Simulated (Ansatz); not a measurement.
# KBr (Fm-3m): phonons against volume, part 2 of 5

Which modes of KBr drive its thermal expansion?

Measurements to reproduce:
- volume expansion coefficient 116.1 1e-6/K and heat capacity C_P per formula unit 52.3 J/mol/K near room temperature (given in “High-Throughput Prediction of Finite-Temperature Properties using the Quasi-Harmonic Approximation”, 2016, arXiv:1603.06924)
- volume expansion coefficient 117.6 1e-6/K near room temperature (given in “Descriptors for thermal expansion in solids”, 2017, arXiv:1701.03966)

Ansatz 0.2.0; DFT LDA, scalar-relativistic, plane waves, PAW.

So far. Step 2 (Probe on a coarse mesh): The start is under -1.6 GPa at this level and looks like an insulator or semiconductor on this mesh.

### Step 4. A second relaxation

The relaxation is run once more from where the first one ended, as the script does after a large change of volume or of the gap, with mesh and occupations reviewed.

Input file input.yaml:

```yaml
crystal:
  lattice:
    - [0.0, 3.187560777, 3.187560777]
    - [3.187560777, 0.0, 3.187560777]
    - [3.187560777, 3.187560777, 0.0]
  atoms:
    - { symbol: K, position: [0.0, 0.0, 0.0] }
    - { symbol: Br, position: [0.5, 0.5, 0.5] }
kpoints:
  mp_grid: { grid: [6, 6, 6] }
hamiltonian:
  xc: lda
scf:
  occupations: { method: gaussian, width: 0.02 }
output:
  forces: true
  stress: true
  eigenvalues: true
  write_density: true
  write_potential: true
  elf: true
  volumetric_format: npy
relax:
  adjacent_minimum: "off"
  f_tol: 0.005
  max_steps: 80
  cell: { stress_tol: 0.05 }
```

Started as:

```
$ ansatz run input.yaml --threads 4 --pin off --max-ram 16384MiB --backend cpu --events-out ev --progress --plain --runs-dir out
```

Numbers of over 12 decimals in the logs are rounded to 6 here.

What it wrote:

```text
[...]
Crystal: 2 atoms, lattice volume = 64.775 Å³
Basis set: ecut = 420 eV, 1243 PW (Γ)
Bands: 12, of which v1, the nominal top of the filled ones, is band 8 counted from 1 (7 counted from 0)
Symmetry: 48 space group operations
[...]
k-points: 16 of 216
[...]
SCF iter   1: F=—  HF=-4193.641366 eV  |F-HF|=—  |Δ(HF+E_count)|=         —  Δρ=4.97e-3  dr2=9.57e-3  ethr=1.77e-3  ⟨swp⟩=6.9  Hψ=1348  notcnv=0
[...]
SCF iter   6: F=-4193.637932 eV  HF=-4193.637932 eV  |F-HF|=1.52e-8  |Δ(HF+E_count)|=   9.21e-9  Δρ=4.65e-6  dr2=1.82e-8  ethr=4.84e-10  ⟨swp⟩=6.4  Hψ=1174  notcnv=0
SCF 1 converged in 6 iterations: F = -4193.637932 eV  dr2 = 1.82e-8
[...]
relax step   1: F+E_penalty+E_count = -4193.63793232 eV  Δ(F+E_penalty+E_count) = +0.000e0 eV  max|allowed force component| = 9.762e-30 eV/Å  Δτ_max = 0.0000 Å  P = -0.033 GPa  Ω = 64.775 Å³  (6 SCF iters, dr2 threshold 1.00e-7 eV, accepted)
[...]
SCF iter   1: F=—  HF=-4193.637931 eV  |F-HF|=—  |Δ(HF+E_count)|=         —  Δρ=5.07e-6  dr2=1.77e-8  ethr=6.63e-7  ⟨swp⟩=3.1  Hψ=1889  notcnv=0
eigensolver tolerance schedule: the retry pair's looser diagonalisation over-reported the residual by 5979.16 of it (diagonalisation noise at an unbounded share of the residual, at the tolerance the schedule requests for it); recorded, not acted on — ethr = c·dr2/N_el stays at c = 1.0e-1
[...]
SCF iter   2: F=—  HF=-4193.637932 eV  |F-HF|=—  |Δ(HF+E_count)|=   1.59e-6  Δρ=8.44e-7  dr2=2.74e-10  ethr=1.11e-10  ⟨swp⟩=3.1  Hψ=414  notcnv=0
[...]
SCF iter   4: F=-4193.637932 eV  HF=-4193.637932 eV  |F-HF|=9.09e-13  |Δ(HF+E_count)|=  1.09e-11  Δρ=9.35e-8  dr2=2.77e-12  ethr=1.00e-12  ⟨swp⟩=5.8  Hψ=720  notcnv=0
SCF 2 converged in 4 iterations: F = -4193.637932 eV  dr2 = 2.77e-12
relax step   2: F+E_penalty+E_count = -4193.63793232 eV  Δ(F+E_penalty+E_count) = -8.173e-9 eV  max|allowed force component| = 9.236e-30 eV/Å  Δτ_max = 0.0000 Å  P = -0.033 GPa  Ω = 64.775 Å³  stress off target by 3.34e-2 GPa  SCF on the basis re-selected at this cell (its energy is not comparable with the rows above)  (4 SCF iters)
basis re-selected at this cell: Δ(F+E_penalty+E_count) = -8.173e-9 eV, ΔP = -0.000 GPa vs the last step (what re-selecting the basis moved, of the pressure what is left beyond the Pulay correction that the steps carried, after the strain that the cell walked since its last selection, with what the two solves' SCF thresholds leave and, on support functions, any second-order correction that the steps lacked; it is no m [...]
SCF converged after 4 iterations
Free energy (F): -4193.637932 eV
[...]
Internal energy: -4193.637932 eV  (E = F + TS)
E sigma→0 (E₀):  -4193.637932 eV
Fermi energy:    3.700478 eV
[...]
--- Stress (GPa, compression-positive) ---
       -0.033351       0.000000       0.000000
        0.000000      -0.033351       0.000000
        0.000000       0.000000      -0.033351
  P = ⅓ Tr σ = -0.0334 GPa (-0.334 kbar)
--- Band table (eV; the first three rows and the last of 16) ---
  k-point 0: bands = [... 4 lower, -9.4063, 1.5424, 1.5424, 1.5424, 5.8585, 8.8947, 8.8947, 8.8947]
  k-point 1: bands = [... 4 lower, -9.3290, 1.0707, 1.4203, 1.4203, 6.6073, 8.7611, 9.2565, 9.2565]
  k-point 2: bands = [... 4 lower, -9.1847, 0.3593, 1.1956, 1.1956, 7.6836, 9.2220, 10.2247, 10.2247]
  k-point 15: bands = [... 4 lower, -9.3373, 0.6986, 0.9380, 1.0038, 7.8182, 9.5778, 9.7964, 10.9263]
--- Relaxed structure (1 steps of the walk, 1 accepted, 1 SCFs on fresh bases) ---
[...]
cell:  # Å, volume = 64.7747 Å³
    - [0.0, 3.187560777, 3.187560777]
    - [3.187560777, 0.0, 3.187560777]
    - [3.187560777, 3.187560777, 0.0]
  atoms:
    - { symbol: K, position: [0.0, 0.0, 0.0] }
    - { symbol: Br, position: [0.5, 0.5, 0.5] }
```

Elapsed: 0.6 s, on 4 threads of Intel Xeon Platinum 8488C (Sapphire Rapids), shared host; peak memory 0.37 GiB.

Little changed from the start: no atom moved by 0.005 Å and no cell edge by 0.1 %.

ELF in the ac plane of the conventional cell at fractional y = 0.000, with atoms of K and Br within 0.2 Å of it. It is the smooth field of the valence electrons, not physical close to the nuclei.

Values, 10 rows by 16 columns, each cell a mean:
```
0.80 0.85 0.59 0.10 0.35 0.79 0.81 0.46 0.36 0.70 0.85 0.58 0.11 0.35 0.80 0.82
0.49 0.37 0.14 0.03 0.20 0.57 0.74 0.80 0.80 0.78 0.67 0.36 0.06 0.07 0.29 0.45
0.35 0.33 0.24 0.10 0.04 0.09 0.16 0.20 0.21 0.18 0.12 0.05 0.05 0.18 0.30 0.35
0.81 0.83 0.75 0.45 0.08 0.12 0.46 0.65 0.68 0.56 0.27 0.05 0.25 0.67 0.82 0.83
0.17 0.58 0.85 0.60 0.12 0.40 0.84 0.80 0.73 0.85 0.65 0.13 0.36 0.81 0.78 0.29
0.36 0.70 0.85 0.58 0.11 0.35 0.80 0.82 0.80 0.85 0.59 0.10 0.35 0.79 0.81 0.46
0.80 0.78 0.67 0.36 0.06 0.07 0.29 0.45 0.49 0.37 0.14 0.03 0.20 0.57 0.74 0.80
0.21 0.18 0.12 0.05 0.05 0.18 0.30 0.35 0.35 0.33 0.24 0.10 0.04 0.09 0.16 0.20
0.68 0.56 0.27 0.05 0.25 0.67 0.82 0.83 0.81 0.83 0.75 0.45 0.08 0.12 0.46 0.65
0.73 0.85 0.65 0.13 0.36 0.81 0.78 0.29 0.17 0.58 0.85 0.60 0.12 0.40 0.84 0.80
```
Columns run along a (6.4 Å), rows up along c (6.4 Å), edges of the conventional cell, whose origin can differ from the input's. Atoms in or near the plane, at fractional coordinates: K at (0.00, 0.00), K at (0.50, 0.50), Br at (0.50, 0.00), Br at (0.00, 0.50).

Electrostatic potential energy in the ac plane of the conventional cell at fractional y = 0.000, with atoms of K and Br within 0.2 Å of it. With pseudopotentials it is smooth inside the atoms' cores, unlike the true potential.

Values in eV, 10 rows by 16 columns, each cell a mean:
```
-39 -25  -4   5   6   2 -24 -56 -60 -41  -4   6   6   1 -16 -35
 -3   0   4   6   7   7   4  -2  -4   1   6   7   7   5   2  -2
  5   6   7   7   7   7   6   5   5   6   7   7   7   7   6   6
-17  -5   4   7   7   4  -1  -9 -11  -4   3   6   7   6   0 -13
-66 -51  -8   5   5   0 -20 -41 -45 -31  -6   4   6   1 -32 -64
-60 -41  -4   6   6   1 -16 -35 -39 -25  -4   5   6   2 -24 -56
 -4   1   6   7   7   5   2  -2  -3   0   4   6   7   7   4  -2
  5   6   7   7   7   7   6   6   5   6   7   7   7   7   6   5
-11  -4   3   6   7   6   0 -13 -17  -5   4   7   7   4  -1  -9
-45 -31  -6   4   6   1 -32 -64 -66 -51  -8   5   5   0 -20 -41
```
Columns run along a (6.4 Å; values clipped at the 3rd and 97th percentile), rows up along c (6.4 Å), edges of the conventional cell, whose origin can differ from the input's. Atoms in or near the plane, at fractional coordinates: K at (0.00, 0.00), K at (0.50, 0.50), Br at (0.50, 0.00), Br at (0.00, 0.50).

Valence density in the ac plane of the conventional cell at fractional y = 0.000, with atoms of K and Br within 0.2 Å of it. It is the smooth field of the valence electrons, not physical close to the nuclei.

Ten even steps from '_' (0.0 e/Å³) to '@' (4.2 e/Å³), each cell a mean:
```
@@**::______..::....::::______..==%%
++--..________..::::::..________::==
..______________......____________..
____________________________________
____________________________________
____________________________________
::..__________..::::..__________..::
::::..________--**##++..______..::::
__::::______..++@@@@##::______..::..
..::::______..==%%@@**::______..::..
::::..________::==++--..________..::
....____________....______________..
____________________________________
____________________________________
____________________________________
::..__________..::::..__________..::
##++..______..::::::::..________--**
@@##::______..::..__::::______..++@@
```
Columns run along a (6.4 Å), rows up along c (6.4 Å), edges of the conventional cell, whose origin can differ from the input's. Atoms in or near the plane, at fractional coordinates: K at (0.00, 0.00), K at (0.50, 0.50), Br at (0.50, 0.00), Br at (0.00, 0.50).

### Step 5. Relaxing to small residual forces and stress

The relaxation is repeated with tighter thresholds on force and stress, since phonons are sensitive to what is left; a change of mesh or smearing in the input moves the cell too.

input.yaml, the sections that differ from step 4:

```yaml
kpoints:
  mp_grid: { grid: [8, 8, 8] }
scf:
  occupations: { method: fixed }
output:
  forces: true
  stress: true
  eigenvalues: true
relax:
  adjacent_minimum: "off"
  f_tol: 0.001
  max_steps: 60
  cell: { stress_tol: 0.01 }
# crystal, hamiltonian: as in step 4
```

What it wrote:

```text
[...]
Crystal: 2 atoms, lattice volume = 64.775 Å³
Basis set: ecut = 420 eV, 1243 PW (Γ)
Bands: 12, of which v1, the nominal top of the filled ones, is band 8 counted from 1 (7 counted from 0)
Symmetry: 48 space group operations
[...]
k-points: 29 of 512
[...]
k-point 28: bands = [... 4 lower, -9.2807, 0.8489, 0.8489, 0.8637, 8.7525, 8.7525, 9.9289, 10.7144]
--- Relaxed structure (3 steps of the walk, 3 accepted, 1 SCFs on fresh bases) ---
[...]
cell:  # Å, volume = 64.6665 Å³
    - [0, 3.185784, 3.185784]
    - [3.185784, 0, 3.185784]
    - [3.185784, 3.185784, 0]
  atoms:
    - { symbol: K, position: [0, 0, 0] }
    - { symbol: Br, position: [0.500000, 0.500000, 0.500000] }
[key lines of the parts left out:]
SCF converged after 6 iterations
Free energy (F): -4193.637960 eV
Fermi energy:    1.555371 eV
P = ⅓ Tr σ = 0.0002 GPa (0.002 kbar)
```

The job ended after 1.3 s (4 threads; peak memory 0.38 GiB; 4.1 s of CPU time).

Little changed from the start: no atom moved by 0.005 Å and no cell edge by 0.1 %.

This step gave:

| Quantity | Value |
| --- | --- |
| pressure | 1.80e-4 GPa |
| gap on the k-mesh | 4.321 eV |
| volume per atom | 32.33 Å³ |

The residual pressure is 1.8e-4 GPa, small enough for phonons.

(Part 2 of 5 ends here.)

[Logs are printed without paths, hosts, clocks, repeated set-up lines and the standing remarks that a program may print on its own settings, such as how far it seeks lower states.]

[Hosts, paths, dates, database ids (printed as entryN), source tags and the programs' standing remarks are cut or masked in the printed files.]

[A step with changed settings may run another functional than the one named; its input shows which.]

[Of the runs on displaced cells, only some may be shown.]
